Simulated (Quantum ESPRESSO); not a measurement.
# ZnSe (Stilleite): modes at Γ and the response to a field, part 2 of 2

Which modes does ZnSe (Stilleite) have at the zone centre?

Quantum ESPRESSO 7.5; DFT LDA, scalar-relativistic, plane waves, PseudoDojo norm-conserving pseudopotentials.

So far. Step 2 (A first look): A gap of 1.0 eV opens on this mesh, so the crystal is taken as an insulator; the start stands at -3.5 GPa. Step 4 (Ground state): The cell stands at -0.002 GPa, close enough for phonons. The relaxed cell has a = 5.567 Å (conventional setting).

## 5. Zone-centre response

At q = 0 one unit cell holds all displacements; symmetry groups them into irreducible representations that are solved one by one. The response to a field gives ε∞ and the Born charges, which polar modes need.

Input file ph.in:

```
phonons
&INPUTPH
  prefix = 'x'
  outdir = './tmp'
  fildyn = 'g.dyn'
  tr2_ph = 1.0d-18
  epsil  = .true.
/
0.000000000000 0.000000000000 0.000000000000
```

Launch:

```
$ OMP_NUM_THREADS=1 mpirun -n 4 ph.x -nk 4 -in ph.in > ph.out
```

Output:

```text
[banners, grids, parts of the stress and lines that vanish by symmetry left out]
[banner, memory and clock lines left out]
Program PHONON v.7.5

     ./tmp/x.save/

     IMPORTANT: XC functional enforced from input :
     Exchange-correlation= PW
                           (   1   4   0   0   0   0   0)
     Any further DFT definition will be discarded
     Please, verify this is what you really want

     G-vector sticks info

     Reading collected, re-writing distributed wavefunctions in ./tmp/

     Number and degeneracy of irreps per q-point
       N         xq(1)         xq(2)         xq(3)   N irreps
       1   0.000000000   0.000000000   0.000000000       2
        3   3

     Calculation of q =    0.0000000   0.0000000   0.0000000

     phonons

     bravais-lattice index     =            2
     lattice parameter (alat)  =      10.5194  a.u.
     unit-cell volume          =     291.0136 (a.u.)^3
     number of atoms/cell      =            2
     number of atomic types    =            2
     kinetic-energy cut-off    =      95.0000  Ry
     charge density cut-off    =     380.0000  Ry
     convergence threshold     =      1.0E-18
     beta                      =       0.7000
     number of iterations used =            4
     Exchange-correlation= PW
                           (   1   4   0   0   0   0   0)

     celldm(1)=   10.51940  celldm(2)=    0.00000  celldm(3)=    0.00000
     celldm(4)=    0.00000  celldm(5)=    0.00000  celldm(6)=    0.00000

     crystal axes: (cart. coord. in units of alat)
               a(1) = ( -0.5000  0.0000  0.5000 )
               a(2) = (  0.0000  0.5000  0.5000 )
               a(3) = ( -0.5000  0.5000  0.0000 )

     reciprocal axes: (cart. coord. in units 2 pi/alat)
               b(1) = ( -1.0000 -1.0000  1.0000 )
               b(2) = (  1.0000  1.0000  1.0000 )
               b(3) = ( -1.0000  1.0000 -1.0000 )

     Atoms inside the unit cell:

     Cartesian axes

     site n.  atom      mass           positions (alat units)
        1  Zn     65.3800   tau(    1) = (    0.00000    0.00000    0.00000  )
        2  Se     78.9710   tau(    2) = (   -0.25000    0.25000    0.25000  )

     Computing dynamical matrix for
                    q = (   0.0000000   0.0000000   0.0000000 )

     25 Sym.Ops. (with q -> -q+G )

     G cutoff = 1065.1383  (  36325 G-vectors)     FFT grid: ( 48, 48, 48)
     number of k points=    29
                       cart. coord. in units 2pi/alat
        k(    1) = (   0.0000000   0.0000000   0.0000000), wk =   0.0039062
        k(    2) = (  -0.1250000   0.1250000  -0.1250000), wk =   0.0312500
        k(    3) = (  -0.2500000   0.2500000  -0.2500000), wk =   0.0312500
        [... further k-points left out ...]

     PseudoPot. # 1 for Zn read from file:
     ./pseudo/Zn.upf
     Pseudo is Norm-conserving + core correction, Zval = 20.0
     Using radial grid of 1296 points,  6 beta functions with:
                l(1) =   0
                l(2) =   0
                l(3) =   1
                l(4) =   1
                l(5) =   2
                l(6) =   2

     PseudoPot. # 2 for Se read from file:
     ./pseudo/Se.upf
     Pseudo is Norm-conserving + core correction, Zval = 16.0
     Using radial grid of 1198 points,  6 beta functions with:
                l(1) =   0
                l(2) =   0
                l(3) =   1
                l(4) =   1
                l(5) =   2
                l(6) =   2

     Mode symmetry, T_d (-43m)  point group:

     Electric field:
     Dielectric constant
     Born effective charges as d Force / d E

     Atomic displacements:
     There are    2 irreducible representations

     Representation     1      3 modes -  To be done

     Representation     2      3 modes -  To be done

     Alpha used in Ewald sum =   2.8000

     Electric Fields Calculation

      iter #   1   av.it.:   7.9
      thresh= 1.000E-02 alpha_mix =  0.700 |ddv_scf|^2 =  5.516E-08

      iter #   2   av.it.:  16.8
      thresh= 2.349E-05 alpha_mix =  0.700 |ddv_scf|^2 =  4.381E-09

      iter #   3   av.it.:  16.6
      thresh= 6.619E-06 alpha_mix =  0.700 |ddv_scf|^2 =  1.556E-10

      iter #   4   av.it.:  16.7
      thresh= 1.247E-06 alpha_mix =  0.700 |ddv_scf|^2 =  2.212E-12

      iter #   5   av.it.:  16.4
      thresh= 1.487E-07 alpha_mix =  0.700 |ddv_scf|^2 =  7.829E-14

      iter #   6   av.it.:  16.9
      thresh= 2.798E-08 alpha_mix =  0.700 |ddv_scf|^2 =  2.903E-16

      iter #   7   av.it.:  17.2
      thresh= 1.704E-09 alpha_mix =  0.700 |ddv_scf|^2 =  7.823E-18

      iter #   8   av.it.:  17.6
      thresh= 2.797E-10 alpha_mix =  0.700 |ddv_scf|^2 =  2.379E-20

     End of electric fields calculation

          Dielectric constant in cartesian axis

          (       8.348481907       0.000000000       0.000000000 )
          (       0.000000000       8.348481907       0.000000000 )
          (       0.000000000       0.000000000       8.348481907 )

          Effective charges (d Force / dE) in cartesian axis without acoustic sum rule applied (asr)

           atom    1  Zn    Mean Z*:        1.97900
      Ex  (        1.97900        0.00000       -0.00000 )
      Ey  (        0.00000        1.97900        0.00000 )
      Ez  (       -0.00000        0.00000        1.97900 )
           atom    2  Se    Mean Z*:       -2.03014
      Ex  (       -2.03014        0.00000       -0.00000 )
      Ey  (        0.00000       -2.03014       -0.00000 )
      Ez  (       -0.00000       -0.00000       -2.03014 )

          Effective charges Sum: Mean:       -0.05114
             -0.05114        0.00000       -0.00000
              0.00000       -0.05114       -0.00000
             -0.00000        0.00000       -0.05114

          Effective charges (d Force / dE) in cartesian axis with asr applied:
           atom    1  Zn    Mean Z*:        2.00457
      E*x (        2.00457        0.00000       -0.00000 )
      E*y (        0.00000        2.00457        0.00000 )
      E*z (       -0.00000        0.00000        2.00457 )
           atom    2  Se    Mean Z*:       -2.00457
      E*x (       -2.00457        0.00000        0.00000 )
      E*y (       -0.00000       -2.00457       -0.00000 )
      E*z (        0.00000       -0.00000       -2.00457 )

     Representation #   1 modes #   1   2   3

     Self-consistent Calculation

      iter #   1   av.it.:  10.2
      thresh= 1.000E-02 alpha_mix =  0.700 |ddv_scf|^2 =  4.040E-06

      iter #   2   av.it.:  16.8
      thresh= 2.010E-04 alpha_mix =  0.700 |ddv_scf|^2 =  9.569E-07

      iter #   3   av.it.:  16.4
      thresh= 9.782E-05 alpha_mix =  0.700 |ddv_scf|^2 =  5.877E-10

      iter #   4   av.it.:  16.6
      thresh= 2.424E-06 alpha_mix =  0.700 |ddv_scf|^2 =  8.658E-12

      iter #   5   av.it.:  16.9
      thresh= 2.942E-07 alpha_mix =  0.700 |ddv_scf|^2 =  2.570E-13

      iter #   6   av.it.:  16.9
      thresh= 5.070E-08 alpha_mix =  0.700 |ddv_scf|^2 =  2.955E-15

[...]
End of self-consistent calculation

     Convergence has been achieved

     Representation #   2 modes #   4   5   6

     Self-consistent Calculation

[...]
iter #   3   av.it.:  16.9
      thresh= 8.364E-05 alpha_mix =  0.700 |ddv_scf|^2 =  2.308E-09

      iter #   4   av.it.:  17.5
      thresh= 4.805E-06 alpha_mix =  0.700 |ddv_scf|^2 =  2.993E-10

      iter #   5   av.it.:  17.2
      thresh= 1.730E-06 alpha_mix =  0.700 |ddv_scf|^2 =  1.352E-12

      iter #   6   av.it.:  17.6
      thresh= 1.163E-07 alpha_mix =  0.700 |ddv_scf|^2 =  6.174E-15

      iter #   7   av.it.:  17.4
      thresh= 7.857E-09 alpha_mix =  0.700 |ddv_scf|^2 =  1.868E-16

      iter #   8   av.it.:  17.8
      thresh= 1.367E-09 alpha_mix =  0.700 |ddv_scf|^2 =  1.756E-18

      iter #   9   av.it.:  17.8
      thresh= 1.325E-10 alpha_mix =  0.700 |ddv_scf|^2 =  5.443E-20

     End of self-consistent calculation

     Convergence has been achieved

     Number of q in the star =    1
     List of q in the star:
          1   0.000000000   0.000000000   0.000000000

          Dielectric constant in cartesian axis

          (       8.348481907       0.000000000       0.000000000 )
          (       0.000000000       8.348481907       0.000000000 )
          (       0.000000000       0.000000000       8.348481907 )

          Effective charges (d Force / dE) in cartesian axis without acoustic sum rule applied (asr)

           atom    1  Zn    Mean Z*:        1.97900
      Ex  (        1.97900        0.00000       -0.00000 )
      Ey  (        0.00000        1.97900        0.00000 )
      Ez  (       -0.00000        0.00000        1.97900 )
           atom    2  Se    Mean Z*:       -2.03014
      Ex  (       -2.03014        0.00000       -0.00000 )
      Ey  (        0.00000       -2.03014       -0.00000 )
      Ez  (       -0.00000       -0.00000       -2.03014 )

          Effective charges Sum: Mean:       -0.05114
             -0.05114        0.00000       -0.00000
              0.00000       -0.05114       -0.00000
             -0.00000        0.00000       -0.05114

          Effective charges (d Force / dE) in cartesian axis with asr applied:
           atom    1  Zn    Mean Z*:        2.00457
      E*x (        2.00457        0.00000       -0.00000 )
      E*y (        0.00000        2.00457        0.00000 )
      E*z (       -0.00000        0.00000        2.00457 )
           atom    2  Se    Mean Z*:       -2.00457
      E*x (       -2.00457        0.00000        0.00000 )
      E*y (       -0.00000       -2.00457       -0.00000 )
      E*z (        0.00000       -0.00000       -2.00457 )

     Diagonalizing the dynamical matrix

     q = (    0.000000000   0.000000000   0.000000000 )

 **************************************************************************
     freq (    1) =      -0.048099 [THz] =      -1.604415 [cm-1]
     freq (    2) =      -0.048099 [THz] =      -1.604415 [cm-1]
     freq (    3) =      -0.048099 [THz] =      -1.604415 [cm-1]
     freq (    4) =       6.573812 [THz] =     219.278753 [cm-1]
     freq (    5) =       6.573812 [THz] =     219.278753 [cm-1]
     freq (    6) =       6.573812 [THz] =     219.278753 [cm-1]
 **************************************************************************

     Mode symmetry, T_d (-43m)  point group:

     freq (   1-   3) =         -1.6  [cm-1]   --> T_2  G_15 P_4   I+R
     freq (   4-   6) =        219.3  [cm-1]   --> T_2  G_15 P_4   I+R
```

Run time: 7.5 min. Hardware: 4 MPI ranks of Arm Neoverse V2, shared host; 30 min of CPU time.

Numbers from this step:

| Quantity | Value |
| --- | --- |
| miss of the charge sum rule | 0.05114 e |
| largest acoustic frequency at the zone centre before the sum rule | -1.6 cm⁻¹ |
| highest optical zone-centre mode (no LO-TO term) | 219.3 cm⁻¹ |
| lowest optical zone-centre mode | 219.3 cm⁻¹ |
| mean high-frequency dielectric constant | 8.348 |
| largest Born charge in size (third of the trace) | 2.030 e |

Born charge (rows field, columns displacement), before the sum rule (e), principal values of the symmetric part by kind of site:

| atom | atoms with these values | low | middle | high | mean |
| --- | --- | --- | --- | --- | --- |
| Zn1 | 1 | 1.98 | 1.98 | 1.98 | 1.98 |
| Se2 | 1 | -2.03 | -2.03 | -2.03 | -2.03 |

In full for Zn1:

```
1.98 0.00 0.00
0.00 1.98 0.00
0.00 0.00 1.98
```

High-frequency dielectric tensor:

```
8.35 0.00 0.00
0.00 8.35 0.00
0.00 0.00 8.35
```

The acoustic modes at Γ come out as far as 1.6 cm⁻¹ from zero, where they should vanish, a small numerical error; the Born charges miss their sum rule by 0.051 e, too much: mesh or cutoff is short for the field response.

## 6. Zone-centre analysis

A rigid shift of the crystal must cost nothing, but grids and finite bases break this; the acoustic sum rule is imposed before the matrix is diagonalised again. With Born charges the intensities follow, and the static dielectric tensor.

Input file dynmat.in:

```
&INPUT
  fildyn = 'g.dyn'
  asr    = 'simple'
  fileig = 'dynmat.eig'
  lperm  = .true.
/
```

Launch:

```
$ dynmat.x -in dynmat.in > dynmat.out
```

Output:

```text
[banner, memory and clock lines left out]
Program DYNMAT v.7.5

     Reading Dynamical Matrix from file g.dyn
     ...Force constants read
     ...epsilon and Z* read
     A direction for q was not specified:TO-LO splitting will be absent

     Polarizability (A^3 units)
     multiply by 0.289898 for Clausius-Mossotti correction
        25.217638    0.000000    0.000000
         0.000000   25.217638    0.000000
         0.000000    0.000000   25.217638

     IR activities are in (D/A)^2/amu units

# mode   [cm-1]    [THz]      IR
    1      0.00    0.0000    0.0000
    2      0.00    0.0000    0.0000
    3      0.00    0.0000    0.0000
    4    219.28    6.5739    2.5919
    5    219.28    6.5739    2.5919
    6    219.28    6.5739    2.5919

Electronic dielectric permittivity tensor (relative, adimensional)
         8.348482    0.000000    0.000000
         0.000000    8.348482    0.000000
         0.000000    0.000000    8.348482

 ... with zone-center polar mode contributions
        11.014419    0.000000    0.000000
         0.000000   11.014419    0.000000
         0.000000    0.000000   11.014419
```

Run time: 0.47 s. Hardware: 1 thread.

This step gave:

```yaml
mean_static_dielectric_constant: 11.01
```

Unit eigenvectors of the mass-weighted matrix after the sum rule; no LO-TO term. The modes at Γ (shares of kinetic energy by element, %):

| mode | frequency (cm⁻¹) | symmetry | Zn % | Se % |
| --- | --- | --- | --- | --- |
| 1 | 0.0 | acoustic | 45 | 55 |
| 2 | 0.0 | acoustic | 45 | 55 |
| 3 | 0.0 | acoustic | 45 | 55 |
| 4 | 219.3 | T2 | 55 | 45 |
| 5 | 219.3 | T2 | 55 | 45 |
| 6 | 219.3 | T2 | 55 | 45 |

Displacements in mode 5 (219.3 cm⁻¹), the largest set to 1:
```
Zn1  0.00  0.00  1.00
Se2  0.00  0.00 -0.83
```

Degenerate modes summed, no LO-TO term. Lines of the infrared spectrum (strongest = 100):

| position (cm⁻¹) | lines merged | label | IR intensity, relative |
| --- | --- | --- | --- |
| 219 | 3 | T2 | 100 |

Static dielectric tensor (ions relaxed, fixed cell):

```
11.01  0.00  0.00
 0.00 11.01  0.00
 0.00  0.00 11.01
```

The rule moves no optical mode by more than 0.1 cm⁻¹.

## 7. The LO-TO splitting (1 0 0)

A longitudinal polar mode sets up a macroscopic field that stiffens it; the term hangs on the direction from which q goes to zero.

Input file dynmat.in:

```
&INPUT
  fildyn = 'g.dyn'
  asr    = 'simple'
  fileig = 'dynmat.eig'
  q(1)   = 1.0
  q(2)   = 0.0
  q(3)   = 0.0
/
```

Launch:

```
$ dynmat.x -in dynmat.in > dynmat.out
```

Output:

```text
[banner, memory and clock lines left out]
Program DYNMAT v.7.5

     Reading Dynamical Matrix from file g.dyn
     ...Force constants read
     ...epsilon and Z* read

     Polarizability (A^3 units)
     multiply by 0.289898 for Clausius-Mossotti correction
        25.217638    0.000000    0.000000
         0.000000   25.217638    0.000000
         0.000000    0.000000   25.217638

     IR activities are in (D/A)^2/amu units

# mode   [cm-1]    [THz]      IR
    1      0.00    0.0000    0.0000
    2      0.00    0.0000    0.0000
    3      0.00    0.0000    0.0000
    4    219.28    6.5739    2.5919
    5    219.28    6.5739    2.5919
    6    251.87    7.5509    2.5919
```

Elapsed: 0.47 s, on 1 thread.

Numbers from this step:

```yaml
highest_mode_moved_by_the_lo_to_term: 251.9 cm⁻¹
```

Zone-centre frequencies as printed; negative means imaginary. Modes:

| mode | frequency (cm⁻¹) |
| --- | --- |
| 1 | 0 |
| 2 | 0 |
| 3 | 0 |
| 4 | 219.3 |
| 5 | 219.3 |
| 6 | 251.9 |

The field moves one mode, from 219 to 252 cm⁻¹; the others stay.

## 8. Outcome

```json
{
  "space group after relaxation": "F-43m",
  "volume per atom": "21.6 Å³",
  "gap on the k-mesh": "1.25 eV",
  "highest optical zone-centre mode (no LO-TO term)": "219.3 cm⁻¹",
  "highest mode moved by the LO-TO term (probably not converged in the k mesh)": "251.9 cm⁻¹",
  "mean high-frequency dielectric constant (probably not converged in the k mesh)": "8.35",
  "largest Born charge in size (third of the trace) (probably not converged in the k mesh)": "2.03 e",
  "mean static dielectric constant (probably not converged in the k mesh)": "11.0",
  "imaginary optical modes at the zone centre (no q mesh in this session)": "none"
}
```

At the LDA level the optical modes of ZnSe (Stilleite) at the zone centre (no LO-TO term) lie at 219 cm⁻¹. Along the directions run, the highest mode that the macroscopic field moves lies at 252 cm⁻¹. Lattice motion raises the mean dielectric constant from 8.348 to 11.01. The Born charges miss their sum rule by 0.051 e, a sign that the k mesh or the cutoff is short for the field response. ε∞, the Born charges and what follows from them are probably not converged in the k mesh. The Lyddane-Sachs-Teller relation holds: (ωLO/ωTO)² is 1.32 and ε₀/ε∞ is 1.32. These are harmonic frequencies at zero temperature: anharmonic shifts and linewidths and thermal expansion are left out.

Calculation against experiment:

| quantity | measured | LDA PseudoDojo norm-conserving, Quantum ESPRESSO |
| --- | --- | --- |
| Raman mode, TO (cm⁻¹) | 207 | 219 (+5.9 %) |

Measured values from arxiv:2008.07187 (2020).

How well it matches: The Raman mode is off by +5.9 %: fair agreement. The grades are ours: good and fair within 3 and 7 % for the Raman mode. Zero-point motion and thermal expansion are not in the computed Raman mode. Limits of convergence are named above.

[Host names and launcher messages were left out of these logs when they were recorded.]

[Logs are printed without paths, hosts, clocks, repeated set-up lines and the standing remarks that a program may print on its own settings, such as how far it seeks lower states.]

[Hosts, paths, dates, database ids (printed as entryN), source tags and the programs' standing remarks are cut or masked in the printed files.]
